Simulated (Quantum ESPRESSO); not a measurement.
# Calculated records

```
! title: Collinear magnetic orders of FeSi (Fersilicite) with Quantum ESPRESSO
! method: LDA; plane waves with GBRV 1.5 LDA potentials, no spin-orbit coupling (and 1 further level or step)
! program: Quantum ESPRESSO 7.5
! settings of one run: GBRV 1.5 LDA, potential files Fe: fe_lda_v1.5.uspp.F.UPF, Si: si_lda_v1.uspp.F.UPF, cutoff 544.23 eV, 6×6×6 k-mesh, 58 bands, fermi-dirac occupations, smearing width 0.1 eV, collinear spin, SCF threshold 1.60e-8, mesh matched on, starting moments 2.8 2.8 2.8 2.8 0 0 0 0 μB
! cost: 3 runs, 5.5 min in all on 4 MPI ranks of Arm Neoverse V2, shared host (the runs of this entry)
! notes: The database entry behind the starting cell differs from later determinations by our own check (about 0.5 % short).
! lowest state found: non-magnetic (from ferro ++++, antiferro ++-- and ferri +++-)
! largest site moment: 0 μB
CELL_PARAMETERS angstrom
4.46700 0.00000 0.00000
0.00000 4.46700 0.00000
0.00000 0.00000 4.46700
ATOMIC_POSITIONS crystal
Fe 0.13400 0.13400 0.13400
Fe 0.36600 0.86600 0.63400
Fe 0.63400 0.36600 0.86600
Fe 0.86600 0.63400 0.36600
Si 0.84450 0.84450 0.84450
Si 0.65550 0.15550 0.34450
Si 0.34450 0.65550 0.15550
Si 0.15550 0.34450 0.65550
```

[Logs and program files are shortened in this print: banners, set-up blocks, solver, clock and traceback lines can be left out without a mark of their own.]

[Logs are printed without paths, hosts, clocks, repeated set-up lines and the standing remarks that a program may print on its own settings, such as how far it seeks lower states.]

[Hosts, paths, dates, database ids (printed as entryN), source tags and the programs' standing remarks are cut or masked in the printed files.]

[Where a cell is said to come from a database of computed structures, the database is the Materials Project.]
